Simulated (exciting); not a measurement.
LiGeN, space group P6_3mc, Ge K edge of atom 1, with 3 N at 2.00 Å (pyramidal, site symmetry 3m); the tensor is averaged over the atoms equivalent by symmetry. Method: exciting, all-electron LAPW+lo, LDA, exchange and screened direct term (singlet BSE), 5×5×2 shifted k points, 27 conduction bands, |G+q| up to 3 bohr⁻¹, full RPA screening with nempty = 53, Lorentzian half width 0.98 eV.

```
Ge N Li
1.0
     3.01241    0.00000    0.00000
    -1.50620    2.60882    0.00000
     0.00000    0.00000    9.41946
Ge N Li
2 2 2
Cartesian
  0.0000 0.0000 9.4008
  0.0000 0.0000 4.6911
  1.5062 0.8696 0.9723
  0.0000 1.7392 5.6820
  0.0000 1.7392 2.2926
  1.5062 0.8696 7.0024
```

Energy from the Kohn–Sham onset, core level to the lowest empty state found on the meshes used; scaled to the maximum of the polarisation mean:

```csv
E (eV),curve 1,curve 2
-8.5,0.02,0.03
-8.0,0.02,0.03
-7.5,0.02,0.03
-7.0,0.02,0.03
-6.5,0.03,0.04
-6.0,0.03,0.04
-5.5,0.03,0.05
-5.0,0.04,0.06
-4.5,0.04,0.07
-4.0,0.05,0.09
-3.5,0.06,0.11
-3.0,0.07,0.14
-2.5,0.08,0.18
-2.0,0.10,0.26
-1.5,0.13,0.39
-1.0,0.18,0.60
-0.5,0.25,0.79
0.0,0.36,0.80
0.5,0.48,0.75
1.0,0.57,0.73
1.5,0.61,0.77
2.0,0.65,0.84
2.5,0.72,0.88
3.0,0.81,0.93
3.5,0.95,0.96
4.0,1.09,0.95
4.5,1.15,0.90
5.0,1.04,0.82
5.5,0.88,0.71
6.0,0.75,0.57
6.5,0.67,0.45
7.0,0.66,0.39
7.5,0.67,0.38
8.0,0.59,0.38
8.5,0.49,0.41
9.0,0.43,0.44
9.5,0.39,0.44
10.0,0.35,0.43
10.5,0.31,0.41
11.0,0.28,0.36
11.5,0.26,0.31
12.0,0.25,0.28
12.5,0.24,0.27
13.0,0.23,0.28
13.5,0.21,0.28
14.0,0.20,0.30
14.5,0.19,0.31
15.0,0.19,0.32
15.5,0.19,0.32
```

The curves are the diagonal elements of Im ε for ε ∥ c and ⊥ c. Which is which?

Curve 1: ε ∥ c, maxima 4.4 eV (1.15). Curve 2: ε ⊥ c, maxima -0.2 eV (0.81), 3.7 eV (0.96) and 9.2 eV (0.44). A K edge probes the empty p states along ε, which follow the bonds' lengths and directions.

[Banner, clock and machine lines of the logs are left out without a mark of their own.]

[Logs are printed without paths, hosts, clocks, repeated set-up lines and the standing remarks that a program may print on its own settings, such as how far it seeks lower states.]

[Hosts, paths, dates, database ids (printed as entryN), source tags and the programs' standing remarks are cut or masked in the printed files.]
